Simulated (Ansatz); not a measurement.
# Tc of LaPb3 (Pm-3m) from its phonons

Wanted: λ, ω_log and Tc of LaPb3 (Pm-3m). The cell shown first is a relaxed one, from steps not shown here.

Method: DFT PBEsol, scalar-relativistic, plane waves, PAW; PAW set soft_1, in Ansatz 0.2.0.

**What experiment says.**

For LaPb3 (earlier report), “Physical and one-dimensional properties of single crystalline La5AgPb3” (2021, arxiv:2109.14716) quotes earlier work: superconducting transition temperature (Tc) 4.18 K.

Report form: the programs' logs are mostly left out.

## Step 1: The cell after earlier relaxation steps

Symmetry: Pm-3m, No. 221, cubic system. Conventional cell: a = 4.881 Å, b = 4.881 Å, c = 4.881 Å, α = 90.00°, β = 90.00°, γ = 90.00°. La has 12 Pb at 3.45 Å nearest. Nearest to Pb lie 8 Pb at 3.45 Å and 4 La at 3.45 Å. Farther neighbours are not listed.

## Step 2: Resistivity: q 2×2×2, k 6×6×6, scattering 8×8×8

The run that gives the couplings also evaluates McMillan's and Allen and Dynes's formulas and, where asked, the Eliashberg equations, over a range of μ*.

Contents of input.yaml:

```yaml
crystal:
  lattice:
    - [4.8813053688, 0.0, 0.0]
    - [0.0, 4.8813053688, 0.0]
    - [0.0, 0.0, 4.8813053688]
  atoms:
    - { symbol: La, position: [0.0, 0.0, 0.0] }
    - { symbol: Pb, position: [0.0, 0.5, 0.5] }
    - { symbol: Pb, position: [0.5, 0.0, 0.5] }
    - { symbol: Pb, position: [0.5, 0.5, 0.0] }
kpoints:
  mp_grid: { grid: [6, 6, 6] }
hamiltonian:
  xc: pbesol
  pseudopotentials: { kind: paw, azcp: { folder: soft_1 }, xc_functional: pbe }
scf:
  occupations: { method: methfessel_paxton, width: 0.2 }
output:
  eigenvalues: true
phonons:
  method: dfpt
  qmesh: [2, 2, 2]
  temperatures: { t_max: 1000, t_step: 50 }
  qpath:
    path:
      - [[0.0, 0.0, 0.0], [0.0, 0.5, 0.0], [0.5, 0.5, 0.0], [0.0, 0.0, 0.0], [0.5, 0.5, 0.5], [0.0, 0.5, 0.0]]
      - [[0.5, 0.5, 0.5], [0.5, 0.5, 0.0]]
    npoints: 6
  electrical_resistivity:
    mesh: [8, 8, 8]
    temperatures: [20.0, 50.0, 80.0, 100.0, 150.0, 200.0, 273.0, 300.0, 400.0, 500.0, 600.0, 800.0]
  superconductivity: { mesh: [8, 8, 8] }
```

Started as:

```bash
ansatz run input.yaml --threads 16 --pin off --max-ram 92160MiB --backend cuda --events-out ev --progress --plain --runs-dir out --max-vram 78GiB
```

The job ended after 21 s (1 × NVIDIA GB200 with 16 threads of Arm Neoverse V2, shared host; peak memory 4.1 GiB; 2.2 min of CPU time).

Numbers from this step:

- volume per atom: 29.08 Å³/atom
- metallic on mesh: yes
- gap on the k-mesh: 0 eV
- zero point energy: 0.05248 eV/cell
- share of imaginary modes in the plain interpolation between solved wavevectors: 0
- highest frequency, solved or plainly interpolated: 119.1 cm⁻¹
- Debye temperature (second moment): 138 K
- resistivity at 300 K: 17.51 μΩ cm
- coupling constant λ: 0.5499
- density of states at the Fermi level: 1.095 states/eV a spin and cell
- log mean phonon energy ħω_log: 7.645 meV
- transport coupling constant λ_tr: 0.5435, 0.5435, 0.5435 (xx, yy, zz)
- Drude plasma energy: 6.388, 6.388, 6.388 eV (xx, yy, zz)
- resistivity times mean free path: 11.64, 11.64, 11.64 × 10⁻¹⁶ Ω m² (xx, yy, zz)
- second-moment phonon energy ħω₂: 8.598 meV

Transition temperatures:

```csv
μ*,McMillan Tc (K),Allen–Dynes Tc (K),isotropic Fermi-surface Tc (K),isotropic full bandwidth Tc (K),anisotropic Fermi-surface Tc (K),anisotropic full bandwidth Tc (K),anisotropic narrow window Tc (K)
0.08,1.94,1.99,1.87,1.87,1.9,1.89,1.9
0.1,1.53,1.57,1.44,1.44,1.47,1.47,1.47
0.12,1.17,1.2,1.07,1.08,1.1,1.1,1.1
0.13,1.01,1.03,0.915,0.917,0.939,0.941,0.939
0.14,0.863,0.881,0.771,0.775,0.793,0.797,0.793
0.16,0.604,0.616,0.527,0.535,0.547,0.554,0.548
0.2,0.242,0.246,0.205,0.215,0.219,0.228,0.22
```

## Step 3: Coupling and resistivity: q 3×3×3, k 9×9×9, scattering 12×12×12

The next rung changes the q mesh, which sets the reach of the force constants and couplings; the k mesh of the density and its response; the scattering mesh, which samples the Fermi surface.

input.yaml: that of step 2 with these lines changed.

```diff
@@ -11,3 +11,3 @@
 kpoints:
-  mp_grid: { grid: [6, 6, 6] }
+  mp_grid: { grid: [9, 9, 9] }
 hamiltonian:
@@ -21,3 +21,3 @@
   method: dfpt
-  qmesh: [2, 2, 2]
+  qmesh: [3, 3, 3]
   temperatures: { t_max: 1000, t_step: 50 }
@@ -29,4 +29,4 @@
   electrical_resistivity:
-    mesh: [8, 8, 8]
+    mesh: [12, 12, 12]
     temperatures: [20.0, 50.0, 80.0, 100.0, 150.0, 200.0, 273.0, 300.0, 400.0, 500.0, 600.0, 800.0]
-  superconductivity: { mesh: [8, 8, 8] }
+  superconductivity: { mesh: [12, 12, 12] }
```

The job ended after 42 s (1 × NVIDIA GB200 with 16 threads; peak memory 5.4 GiB).

This step gave:

| Quantity | Value |
| --- | --- |
| zero point energy | 0.05285 eV/cell |
| highest frequency, solved or plainly interpolated | 120.3 cm⁻¹ |
| Debye temperature (second moment) | 139 K |
| resistivity at 300 K | 20.03 μΩ cm |
| coupling constant λ | 0.686 |
| density of states at the Fermi level | 1.361 states/eV a spin and cell |
| log mean phonon energy ħω_log | 7.621 meV |
| transport coupling constant λ_tr | 0.6732, 0.6732, 0.6732 (xx, yy, zz) |
| Drude plasma energy | 6.468, 6.468, 6.468 eV (xx, yy, zz) |
| resistivity times mean free path | 10.45, 10.45, 10.45 × 10⁻¹⁶ Ω m² (xx, yy, zz) |
| second-moment phonon energy ħω₂ | 8.625 meV |

Transition temperatures:

```csv
μ*,McMillan Tc (K),Allen–Dynes Tc (K),isotropic Fermi-surface Tc (K),isotropic full bandwidth Tc (K),anisotropic Fermi-surface Tc (K),anisotropic full bandwidth Tc (K),anisotropic narrow window Tc (K)
0.08,3.44,3.57,3.4,3.4,3.42,3.42,3.42
0.1,2.93,3.03,2.83,2.83,2.85,2.85,2.85
0.12,2.45,2.52,2.31,2.31,2.33,2.33,2.33
0.13,2.22,2.29,2.07,2.07,2.09,2.09,2.09
0.14,2,2.06,1.84,1.84,1.86,1.86,1.86
0.16,1.6,1.64,1.44,1.44,1.46,1.46,1.46
0.2,0.929,0.951,0.796,0.797,0.812,0.813,0.812
```

## Step 4: Coupling and resistivity: q 3×3×3, k 12×12×12, scattering 16×16×16

The next rung changes the k mesh of the density and its response; the scattering mesh, which samples the Fermi surface.

input.yaml: that of step 3 with these lines changed.

```diff
@@ -11,3 +11,3 @@
 kpoints:
-  mp_grid: { grid: [9, 9, 9] }
+  mp_grid: { grid: [12, 12, 12] }
 hamiltonian:
@@ -29,4 +29,4 @@
   electrical_resistivity:
-    mesh: [12, 12, 12]
+    mesh: [16, 16, 16]
     temperatures: [20.0, 50.0, 80.0, 100.0, 150.0, 200.0, 273.0, 300.0, 400.0, 500.0, 600.0, 800.0]
-  superconductivity: { mesh: [12, 12, 12] }
+  superconductivity: { mesh: [16, 16, 16] }
```

Elapsed: 58 s, on 1 × NVIDIA GB200 with 16 threads; peak memory 5.4 GiB.

This step gave:

```
zero point energy                                 : 0.05163 eV/cell
highest frequency, solved or plainly interpolated : 119.7 cm⁻¹
Debye temperature (second moment)                 : 136 K
resistivity at 300 K                              : 18.88 μΩ cm
coupling constant λ                               : 0.6694
density of states at the Fermi level              : 1.326 states/eV a spin and cell
log mean phonon energy ħω_log                     : 7.576 meV
transport coupling constant λ_tr                  : 0.6599, 0.6599, 0.6599 (xx, yy, zz)
Drude plasma energy                               : 6.552, 6.552, 6.552 eV (xx, yy, zz)
resistivity times mean free path                  : 10.46, 10.46, 10.46 × 10⁻¹⁶ Ω m² (xx, yy, zz)
second-moment phonon energy ħω₂                   : 8.595 meV
```

Transition temperatures:

```csv
μ*,McMillan Tc (K),Allen–Dynes Tc (K),isotropic Fermi-surface Tc (K),isotropic full bandwidth Tc (K),anisotropic Fermi-surface Tc (K),anisotropic full bandwidth Tc (K),anisotropic narrow window Tc (K)
0.08,3.23,3.35,3.19,3.19,3.21,3.21,3.21
0.1,2.73,2.82,2.63,2.63,2.65,2.65,2.65
0.12,2.27,2.34,2.13,2.13,2.15,2.15,2.15
0.13,2.05,2.11,1.9,1.9,1.92,1.92,1.92
0.14,1.84,1.89,1.69,1.69,1.7,1.7,1.7
0.16,1.45,1.49,1.3,1.3,1.32,1.32,1.32
0.2,0.819,0.838,0.699,0.7,0.713,0.714,0.714
```

The Eliashberg function α²F has structure finer than the step of the table below, so its rows give means over 0.5 meV, whole bins alone (the curve runs from 0.058 to 14.8 meV). Peaks (meV: height): α²F 4.71: 0.301, 6.23: 0.471, 7.04: 0.630, 8.09: 0.396, 8.79: 0.47, 9.72: 0.438, 13.33: 0.397; α²F tr 4.71: 0.296, 6.23: 0.530, 7.04: 0.711, 9.72: 0.498, 11.23: 0.247, 13.33: 0.366.

Eliashberg function α²F against phonon energy; means over each step:

```
phonon energy (meV)      α²F   α²F tr
                0.5   7.8e-5   6.7e-5
                1.0  0.00122   9.2e-4
                1.5  0.00358  0.00304
                2.0  0.00668  0.00573
                2.5   0.0123   0.0105
                3.0   0.0199   0.0179
                3.5   0.0315   0.0304
                4.0   0.0518   0.0529
                4.5    0.138    0.139
                5.0    0.186    0.184
                5.5    0.103    0.107
                6.0    0.198    0.216
                6.5    0.386    0.426
                7.0    0.494    0.548
                7.5    0.358    0.365
                8.0    0.371    0.362
                8.5    0.331    0.286
                9.0    0.433    0.388
                9.5    0.398    0.399
               10.0    0.241    0.253
               10.5   0.0586   0.0521
               11.0    0.193    0.172
               11.5    0.160    0.141
               12.0    0.130    0.117
               12.5    0.181    0.161
               13.0    0.285    0.259
               13.5    0.378    0.337
               14.0    0.228    0.190
               14.5   0.0553   0.0445
```

The Eliashberg function α²F has structure finer than the step of the table below, so its rows give means over 0.5 meV, whole bins alone (the curve runs from 0.058 to 14.8 meV). Peaks (meV: height): α²F 4.71: 0.301, 6.23: 0.471, 7.04: 0.630, 8.09: 0.396, 8.79: 0.47, 9.72: 0.438, 13.33: 0.397; La 6.23: 0.130, 7.04: 0.119, 11.23: 0.169, 13.33: 0.252; Pb 4.71: 0.285, 6.23: 0.341, 7.04: 0.510, 7.74: 0.336, 8.79: 0.448, 9.72: 0.417, 13.33: 0.145.

Table of Eliashberg function α²F by phonon energy; means over each step:

```csv
phonon energy (meV),α²F,La,Pb
0.5,7.8e-5,1.1e-5,6.7e-5
1.0,0.00122,2.3e-4,9.8e-4
1.5,0.00358,6.3e-4,0.00295
2.0,0.00668,0.00116,0.00555
2.5,0.0123,0.00206,0.0102
3.0,0.0199,0.00323,0.0166
3.5,0.0315,0.00492,0.0266
4.0,0.0518,0.00735,0.0444
4.5,0.138,0.0121,0.126
5.0,0.186,0.0110,0.175
5.5,0.103,0.00636,0.0966
6.0,0.198,0.0458,0.152
6.5,0.386,0.0960,0.290
7.0,0.494,0.0988,0.395
7.5,0.358,0.0547,0.303
8.0,0.371,0.0542,0.316
8.5,0.331,0.0278,0.303
9.0,0.433,0.0232,0.410
9.5,0.398,0.0211,0.377
10.0,0.241,0.0166,0.225
10.5,0.0586,0.0291,0.0294
11.0,0.193,0.117,0.0764
11.5,0.160,0.0963,0.0634
12.0,0.130,0.0802,0.0495
12.5,0.181,0.114,0.0669
13.0,0.285,0.181,0.104
13.5,0.378,0.240,0.138
14.0,0.228,0.145,0.0831
14.5,0.0553,0.0353,0.0199
```

Anisotropic full-bandwidth solution, weighted at the Fermi level. Gaps:

```csv
mu*,T (K),mean gap (meV),5 % (meV),95 % (meV),mean Z
0.1,0.663,0.413,0.379,0.436,1.66
0.1,1.33,0.396,0.363,0.418,1.66
0.1,1.99,0.322,0.295,0.34,1.67
0.1,2.39,0.219,0.201,0.232,1.67
0.13,0.48,0.296,0.268,0.314,1.67
0.13,0.96,0.283,0.257,0.301,1.67
0.13,1.44,0.23,0.209,0.244,1.67
0.13,1.73,0.156,0.142,0.166,1.67
0.16,0.329,0.201,0.18,0.214,1.67
0.16,0.658,0.193,0.173,0.205,1.67
0.16,0.987,0.156,0.14,0.167,1.67
0.16,1.18,0.106,0.0951,0.113,1.67
```

The dTc/da2F by phonon energy:

```
phonon energy (meV)  dTc/da2F (K/meV)
                0.5                 -
                1.0              4.75
                1.5              4.94
                2.0              4.77
                2.5              4.50
                3.0              4.22
                3.5              3.96
                4.0              3.71
                4.5              3.48
                5.0              3.28
                5.5              3.10
                6.0              2.93
                6.5              2.78
                7.0              2.64
                7.5              2.51
                8.0              2.39
                8.5              2.28
                9.0              2.18
                9.5              2.09
               10.0              2.00
               10.5              1.92
               11.0              1.84
               11.5              1.77
               12.0              1.70
               12.5              1.64
               13.0              1.59
               13.5              1.53
               14.0              1.48
               14.5              1.43
```

Share of the Fermi-level states against lambda of a state:

| lambda of a state | share of the Fermi-level states |
| --- | --- |
| 0.5440 | 3.0e-4 |
| 0.5530 | 3.0e-4 |
| 0.5610 | 0 |
| 0.5700 | 1.0e-4 |
| 0.5780 | 6.0e-4 |
| 0.5870 | 0.0421 |
| 0.5950 | 0.0018 |
| 0.6040 | 0.0091 |
| 0.6120 | 0.0236 |
| 0.6200 | 0.049 |
| 0.6290 | 0.0749 |
| 0.6370 | 0.018 |
| 0.6460 | 0.0304 |
| 0.6540 | 0.0927 |
| 0.6630 | 0.120 |
| 0.6710 | 0.0915 |
| 0.6800 | 0.0396 |
| 0.6880 | 0.0789 |
| 0.6970 | 0.0627 |
| 0.7050 | 0.216 |
| 0.7140 | 0.002 |
| 0.7220 | 0.025 |
| 0.7310 | 0.0206 |
| 0.7390 | 4.0e-4 |

## Step 5: Outcome

```json
{
 "meshes": "q 3×3×3, k 12×12×12, scattering 16×16×16",
 "coupling constant λ": "0.669",
 "log mean phonon energy ħω_log": "7.58 meV",
 "Allen–Dynes Tc at μ* = 0.1": "2.82 K",
 "Allen–Dynes Tc at μ* = 0.13": "2.11 K",
 "anisotropic Eliashberg Tc at μ* = 0.1": "2.65 K",
 "anisotropic Eliashberg Tc at μ* = 0.13": "1.92 K"
}
```

**Reading.** In the last run (PBEsol, q 3×3×3, k 12×12×12, scattering 16×16×16), with λ = 0.67 and ħω_log = 7.58 meV, Tc at μ* = 0.13 is 2.0 K by McMillan's formula, 2.1 K by Allen and Dynes's and 1.9 K by the anisotropic Eliashberg equations. Raising μ* from 0.10 to 0.16 lowers the Allen–Dynes value from 2.8 to 1.5 K. The mean gap at a quarter of Tc gives 2Δ/k_B Tc = 3.58, against 3.53 in weak-coupling theory. By the run's own test λ is not converged in the fine mesh: it moves by 17 % between the two finest, and by up to 24 % in the other runs. The run's transport test calls it not converged in the mesh; ρ(300 K) moves by 7 % in the component that moves most. λ of these runs moves by 6 to 24 % between their two finest meshes, and Tc by more, so small gaps between the runs or to the measured value rank nothing. Over the runs, λ takes the values 0.550, 0.686 and 0.669, in the order shown. No spin–orbit coupling, which matters for Pb. μ* is a typed number, phonons are harmonic, and spin fluctuations are left out; at μ* = 0.13 McMillan's formula turns 1 % in λ into about 3.1 % in Tc.

Computed beside measured:

| quantity | measured | Allen–Dynes, PBEsol, q 2×2×2, fine 8×8×8 | Eliashberg, PBEsol, q 2×2×2, fine 8×8×8 | Allen–Dynes, PBEsol, q 3×3×3, fine 12×12×12 | Eliashberg, PBEsol, q 3×3×3, fine 12×12×12 | Allen–Dynes, PBEsol, q 3×3×3, fine 16×16×16 | Eliashberg, PBEsol, q 3×3×3, fine 16×16×16 |
| --- | --- | --- | --- | --- | --- | --- | --- |
| superconducting transition temperature (μ* = 0.13) (kelvin) | 4.18 | 1.03 (-75.4 %) | 0.94 (-77.5 %) | 2.29 (-45.2 %) | 2.09 (-50.0 %) | 2.11 (-49.5 %) | 1.92 (-54.1 %) |

Measured values from arxiv:2109.14716 (2021).

Verdict: For the superconducting transition temperature, of the levels listed nearest comes Allen–Dynes, PBEsol, q 3×3×3, fine 12×12×12 (-45.2 %, a clear miss) and farthest Eliashberg, PBEsol, q 2×2×2, fine 8×8×8 (-77.5 %, a clear miss). Limits of convergence are named above.

[Logs are printed without paths, hosts, clocks, repeated set-up lines and the standing remarks that a program may print on its own settings, such as how far it seeks lower states.]

[Hosts, paths, dates, database ids (printed as entryN), source tags and the programs' standing remarks are cut or masked in the printed files.]
